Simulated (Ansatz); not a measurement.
# LuGaNiC, from a guessed structure to a relaxed one, part 2 of 2

This structure for LuGaNiC is made up. Its elements were placed in a known structure type with a cell scaled to their sizes. What cell does the guess relax to, and how far off was it?

Ansatz 0.2.0; DFT, PBEsol, plane-wave PAW, files of the set soft_1, scalar-relativistic, ferromagnetic start, cell and ions relaxed at zero pressure; PAW set soft_1 (the session's first sound run).

So far: The structure; Relaxing cell and atoms. The relaxed cell has a = 3.483, c = 9.344 Å (conventional setting).

### Step 3. Bands of the relaxed cell

A second self-consistent run takes a narrower smearing and the mesh shown in its input; the bands follow along the standard path of the relaxed lattice.

This step: DFT, PBEsol, plane-wave PAW, files of the set soft_1, scalar-relativistic, no spin, bands and density of states at the relaxed cell; PAW set soft_1 (Ansatz 0.2.0).

input.yaml

```yaml
crystal:
  lattice:
    - [3.4830462922, 0.0, 0.0]
    - [0.0, 3.4830462922, 0.0]
    - [0.0, 0.0, 9.3435172424]
  atoms:
    - { symbol: Lu, position: [0.5, 0.0, 0.1248598224] }
    - { symbol: Lu, position: [0.0, 0.5, 0.8751401776] }
    - { symbol: Ga, position: [0.0, 0.5, 0.3282252531] }
    - { symbol: Ga, position: [0.5, 0.0, 0.6717747469] }
    - { symbol: Ni, position: [0.5, 0.5, 0.5] }
    - { symbol: Ni, position: [0.0, 0.0, 0.5] }
    - { symbol: C, position: [0.5, 0.0, 0.8781411565] }
    - { symbol: C, position: [0.0, 0.5, 0.1218588435] }
kpoints:
  mp_grid: { grid: [10, 10, 4] }
  band_path:
    path:
      - [[0.0, 0.0, 0.0], [0.0, 0.5, 0.0], [0.5, 0.5, 0.0], [0.0, 0.0, 0.0], [0.0, 0.0, 0.5], [0.0, 0.5, 0.5], [0.5, 0.5, 0.5], [0.0, 0.0, 0.5]]
      - [[0.0, 0.5, 0.0], [0.0, 0.5, 0.5]]
      - [[0.5, 0.5, 0.0], [0.5, 0.5, 0.5]]
    npoints: 8
scf:
  occupations: { method: fermi_dirac, width: 0.03 }
  n_extra_bands: 12
hamiltonian:
  xc: pbesol
  pseudopotentials: { kind: paw, azcp: { folder: soft_1 }, xc_functional: pbe }
output:
  forces: true
  stress: true
  write_bands: true
  dos: { projected: true }
  write_density: true
  write_potential: true
  elf: true
  volumetric_format: npy
```

Started as:

```sh
ansatz run input.yaml --threads 4 --pin off --max-ram 10240MiB --backend cpu --events-out ev --progress --plain --runs-dir out
```

Numbers of over 12 decimals in the logs are rounded to 6 here.

What it wrote:

```text
Lu: projections on atomic orbitals take those of the free atom [Kr 4d10] 4f14 5s2 5p6 5d1 6s2, of charge +0.00 (hamiltonian.pseudopotentials.projection_atoms); the dataset's partial waves leave at most 4.6e-5 of an orbital's norm unspanned inside its sphere
[...]
Crystal: 8 atoms, lattice volume = 113.352 Å³
Basis set: ecut = 420 eV, 2187 PW (Γ), exchange–correlation on 48×48×128 points (8 copies of the dense FFT grid, shifted against one another)
Bands: 72, of which v1, the nominal top of the filled ones, is band 60 counted from 1 (59 counted from 0)
Symmetry: 16 space group operations
[...]
k-points: 63 of 400
[...]
SCF iter   1: F=—  HF=-48831.106688 eV  |F-HF|=—  |Δ(HF+E_count)|=         —  Δρ=3.56e-1  dr2=3.64e2  ethr=3.10e-3  ⟨swp⟩=6.0  Hψ=20155  notcnv=0
[...]
SCF iter  15: F=-48816.363146 eV  HF=-48816.363146 eV  |F-HF|=4.78e-8  |Δ(HF+E_count)|=   3.46e-8  Δρ=7.21e-6  dr2=5.61e-8  ethr=8.33e-11  ⟨swp⟩=22.6  Hψ=57253  notcnv=0
SCF 1 converged in 15 iterations: F = -48816.363146 eV  dr2 = 5.61e-8
[...]
NSCF: frozen V_eff on 75 k-points
SCF converged after 15 iterations
Free energy (F): -48816.363146 eV
[...]
Internal energy: -48816.352641 eV  (E = F + TS)
E sigma→0 (E₀):  -48816.357893 eV
Entropy (-TS):   -0.010505 eV (-1.313 meV/atom)
Fermi energy:    14.389189 eV
[...]
--- Forces (eV/Å), atoms counted from 1 ---
  atom   1  Lu     0.00000000     0.00000000    -0.01024951
  atom   2  Lu    -0.00000000     0.00000000     0.01024951
  atom   3  Ga    -0.00000000     0.00000000    -0.00863033
  atom   4  Ga     0.00000000     0.00000000     0.00863033
  atom   5  Ni     0.00000000     0.00000000     0.00000000
  atom   6  Ni    -0.00000000     0.00000000    -0.00000000
  atom   7  C     -0.00000000     0.00000000    -0.01769771
  atom   8  C      0.00000000     0.00000000     0.01769771
  max |Σ_I F_I| component: 3.47e-18 eV/Å
--- Stress (GPa, compression-positive) ---
        0.061537       0.000000       0.000000
        0.000000       0.061537       0.000000
        0.000000       0.000000      -0.250578
  P = ⅓ Tr σ = -0.0425 GPa (-0.425 kbar)
--- Band table (eV; the first three rows and the last of 63) ---
  k-point 0: bands = [... 56 lower, 14.5255, 14.6052, 14.7124, 14.9758, 14.9758, 16.2196, 16.3316, 16.3316, ... 8 higher]
  k-point 1: bands = [... 56 lower, 14.5494, 14.6052, 14.6887, 14.8426, 14.8426, 16.2499, 16.6819, 16.6819, ... 8 higher]
  k-point 2: bands = [... 56 lower, 14.6083, 14.6083, 14.6656, 14.6968, 14.6968, 16.2796, 17.4532, 17.4532, ... 8 higher]
  k-point 62: bands = [... 56 lower, 13.4144, 13.4144, 13.5528, 13.5528, 13.7601, 13.7601, 16.1247, 16.1247, ... 8 higher]
```

The job ended after 20 s (4 threads of Arm Neoverse V2, shared host; peak memory 0.84 GiB; 78 s of CPU time).

Reading the cycles: dr2 is the Hartree energy of the density residual (eV), the measure of convergence; HF is the Harris–Foulkes estimate of the energy, which meets the free energy F at convergence.

This step gave:

```yaml
free_energy: -48816.3631 eV
energy_at_zero_smearing: -48816.3579 eV
smearing_term_ts: 0.01051 eV
fermi_energy: 14.39 eV
pressure: -0.04250 GPa
```

bands.tsv at the labelled points (eV, zero at the Fermi level; the bands that come nearest the Fermi level along the path):

| point | band 57 | band 58 | band 59 | band 60 | band 61 | band 62 | band 63 | band 64 |
| --- | --- | --- | --- | --- | --- | --- | --- | --- |
| Γ | 0.14 | 0.22 | 0.32 | 0.59 | 0.59 | 1.83 | 1.94 | 1.94 |
| X | -1.51 | -1.51 | -1.17 | -1.17 | 0.64 | 0.64 | 3.97 | 3.97 |
| M | -1.17 | -1.17 | -0.84 | -0.84 | 0.33 | 0.33 | 1.50 | 1.50 |
| Γ | 0.14 | 0.22 | 0.32 | 0.59 | 0.59 | 1.83 | 1.94 | 1.94 |
| Z | 0.22 | 0.22 | 0.28 | 0.31 | 0.31 | 1.89 | 3.06 | 3.06 |
| R | -1.54 | -1.54 | -1.18 | -1.18 | 0.47 | 0.47 | 4.97 | 4.97 |
| A | -0.97 | -0.97 | -0.84 | -0.84 | -0.63 | -0.63 | 1.74 | 1.74 |
| Z | 0.22 | 0.22 | 0.28 | 0.31 | 0.31 | 1.89 | 3.06 | 3.06 |
| X | -1.51 | -1.51 | -1.17 | -1.17 | 0.64 | 0.64 | 3.97 | 3.97 |
| R | -1.54 | -1.54 | -1.18 | -1.18 | 0.47 | 0.47 | 4.97 | 4.97 |
| M | -1.17 | -1.17 | -0.84 | -0.84 | 0.33 | 0.33 | 1.50 | 1.50 |
| A | -0.97 | -0.97 | -0.84 | -0.84 | -0.63 | -0.63 | 1.74 | 1.74 |

Counts of states for the cell as run, both spins, by energy window (eV from the Fermi level):

```
from  to  total
  -8  -7   0.70
  -7  -6   1.90
  -6  -5   1.09
  -5  -4   2.47
  -4  -3  30.98
  -3  -2   9.46
  -2  -1  10.52
  -1   0   6.54
   0   1   2.80
   1   2   1.72
   2   3   2.08
   3   4   2.97
   4   5   4.04
```

Below -8 eV lie 56.3 more states.

ELF in the ac plane at fractional y = 0.000, with atoms of Lu and Ga and Ni and C within 0.2 Å of it. It is the smooth field of the valence electrons, not physical close to the nuclei.

Values, 24 rows by 14 columns, each cell a mean:
```
0.16 0.21 0.32 0.49 0.60 0.65 0.67 0.68 0.67 0.65 0.58 0.45 0.30 0.19
0.17 0.27 0.49 0.72 0.81 0.80 0.68 0.60 0.71 0.81 0.80 0.68 0.44 0.23
0.17 0.28 0.53 0.75 0.80 0.63 0.23 0.06 0.31 0.69 0.80 0.71 0.48 0.25
0.17 0.27 0.48 0.69 0.76 0.68 0.44 0.31 0.49 0.71 0.76 0.65 0.44 0.23
0.16 0.24 0.40 0.57 0.66 0.70 0.70 0.69 0.70 0.69 0.65 0.53 0.36 0.21
0.17 0.23 0.32 0.39 0.38 0.37 0.37 0.36 0.37 0.38 0.39 0.38 0.31 0.21
0.22 0.26 0.29 0.27 0.25 0.17 0.09 0.08 0.10 0.19 0.26 0.28 0.29 0.25
0.28 0.31 0.31 0.27 0.21 0.08 0.02 0.20 0.03 0.11 0.24 0.27 0.31 0.30
0.25 0.29 0.33 0.31 0.26 0.15 0.06 0.08 0.07 0.17 0.28 0.32 0.33 0.28
0.20 0.21 0.25 0.31 0.32 0.30 0.25 0.23 0.26 0.30 0.33 0.29 0.24 0.21
0.54 0.42 0.26 0.22 0.28 0.34 0.34 0.34 0.34 0.33 0.26 0.22 0.29 0.45
0.94 0.81 0.44 0.21 0.19 0.25 0.30 0.31 0.30 0.24 0.18 0.24 0.51 0.86
0.80 0.65 0.35 0.18 0.16 0.20 0.24 0.24 0.23 0.19 0.15 0.20 0.40 0.70
0.29 0.24 0.17 0.14 0.17 0.20 0.22 0.22 0.22 0.20 0.16 0.15 0.18 0.25
0.21 0.20 0.20 0.21 0.22 0.21 0.20 0.20 0.21 0.21 0.21 0.20 0.20 0.20
0.28 0.28 0.27 0.25 0.22 0.19 0.17 0.16 0.17 0.19 0.23 0.26 0.27 0.28
0.25 0.24 0.22 0.18 0.13 0.10 0.08 0.08 0.08 0.11 0.15 0.19 0.22 0.24
0.19 0.17 0.13 0.08 0.06 0.08 0.12 0.14 0.11 0.07 0.06 0.09 0.14 0.17
0.15 0.12 0.07 0.07 0.19 0.39 0.56 0.61 0.53 0.35 0.14 0.06 0.08 0.13
0.15 0.10 0.07 0.19 0.55 0.77 0.84 0.84 0.83 0.75 0.46 0.14 0.07 0.11
0.15 0.10 0.09 0.34 0.74 0.85 0.79 0.72 0.81 0.84 0.67 0.25 0.09 0.11
0.15 0.10 0.08 0.28 0.68 0.84 0.83 0.80 0.84 0.83 0.60 0.20 0.08 0.11
0.15 0.11 0.07 0.10 0.31 0.56 0.71 0.74 0.69 0.53 0.25 0.08 0.07 0.12
0.15 0.14 0.12 0.12 0.13 0.17 0.22 0.25 0.22 0.16 0.13 0.12 0.13 0.14
```
Columns run along a (3.5 Å), rows up along c (9.3 Å). Atoms in or near the plane, at fractional coordinates: Lu at (0.50, 0.12), Ga at (0.50, 0.67), Ni at (0.00, 0.50), C at (0.50, 0.88).

Electrostatic potential energy in the ac plane at fractional y = 0.000, with atoms of Lu and Ga and Ni and C within 0.2 Å of it. With pseudopotentials it is smooth inside the atoms' cores, unlike the true potential.

Ten even steps from '0' (-50 eV) to '9' (30 eV), each cell a mean:
```
88888777778888
88887633467888
88886300147888
88887421257888
88887765678888
88887767677888
88876899976788
88777999997778
88777899986778
66777777777776
65567777777655
98557888887568
87557888887557
55678888888765
77888888888877
88888888888888
88888888888888
88887777777888
88876654567788
88764200125778
88762000003678
88763000014678
88776422346788
88887766777888
```
Columns run along a (3.5 Å; values clipped at the 3rd and 97th percentile), rows up along c (9.3 Å). Atoms in or near the plane, at fractional coordinates: Lu at (0.50, 0.12), Ga at (0.50, 0.67), Ni at (0.00, 0.50), C at (0.50, 0.88).

Valence density in the ac plane at fractional y = 0.000, with atoms of Lu and Ga and Ni and C within 0.2 Å of it. It is the smooth field of the valence electrons, not physical close to the nuclei.

Values in e/Å³, 24 rows by 14 columns, each cell a mean:
```
 0  0  0  0  0  0  1  1  1  0  0  0  0  0
 0  0  0  0  1  1  1  1  1  1  1  0  0  0
 0  0  0  0  1  1  2  2  2  1  1  0  0  0
 0  0  0  0  1  1  1  1  1  1  1  0  0  0
 0  0  0  0  0  1  1  1  1  1  0  0  0  0
 0  0  0  0  0  1  1  1  1  1  0  0  0  0
 0  0  0  0  1  2  6 10  5  2  1  0  0  0
 0  0  0  0  1  6 24 39 20  4  1  0  0  0
 0  0  0  0  1  3 11 17  9  2  1  0  0  0
 1  1  1  0  0  1  1  1  1  1  0  0  1  1
11  7  2  1  0  0  0  0  0  0  0  1  3  8
48 26  7  1  0  0  0  0  0  0  1  2  9 31
29 16  5  1  0  0  0  0  0  0  0  1  6 19
 3  2  1  0  0  0  0  0  0  0  0  0  1  2
 0  0  0  0  0  0  0  0  0  0  0  0  0  0
 0  0  0  0  0  0  0  0  0  0  0  0  0  0
 0  0  0  0  0  0  0  0  0  0  0  0  0  0
 0  0  0  0  0  0  0  0  0  0  0  0  0  0
 0  0  0  0  0  1  1  2  1  1  0  0  0  0
 0  0  0  0  2  5 10 13  9  4  1  0  0  0
 0  0  0  1  4 12 30 42 27 10  2  1  0  0
 0  0  0  1  3  9 21 28 18  7  2  0  0  0
 0  0  0  0  1  2  4  5  3  2  1  0  0  0
 0  0  0  0  0  0  1  1  1  0  0  0  0  0
```
Columns run along a (3.5 Å), rows up along c (9.3 Å). Atoms in or near the plane, at fractional coordinates: Lu at (0.50, 0.12), Ga at (0.50, 0.67), Ni at (0.00, 0.50), C at (0.50, 0.88).

### Step 4. Outcome

| Property | Result |
| --- | --- |
| space group, relaxed | P4/nmm |
| conventional cell | a = 3.483, b = 3.483, c = 9.344 Å; α = 90.0°, β = 90.0°, γ = 90.0° |
| volume per atom | 14.17 Å³ (guess 14.32) |
| total moment | 0.00 μB in the cell of 8 atoms |

What this shows: LuGaNiC relaxes to P4/nmm with a = 3.483, b = 3.483 and c = 9.344 Å. The guessed volume was near the relaxed one. The space group P4/nmm was held in the relaxation, so the end point is a stationary structure within it and may be a saddle against distortions or other arrangements. The moments died out from this one start and weren't seeded again at the relaxed cell. Bands cross the Fermi level, so it is a metal or semimetal at this level. On the 10×10×4 mesh with the narrower smearing (relaxed on 7×7×4) the largest force component is 0.018 eV/Å and the largest stress component is 0.251 GPa, against the relaxation's thresholds of 0.015 eV/Å and 0.05 GPa. The cutoff wasn't tested. A vector of the cell changed its length by 16 %, more than the volume shows. Spin-orbit coupling is left out, which can matter for elements this heavy. No dispersion term is used, so weakly bound directions may come out too long. Nothing here tests whether the compound is stable against decomposition.

[Logs are printed without paths, hosts, clocks, repeated set-up lines and the standing remarks that a program may print on its own settings, such as how far it seeks lower states.]

[Hosts, paths, dates, database ids (printed as entryN), source tags and the programs' standing remarks are cut or masked in the printed files.]
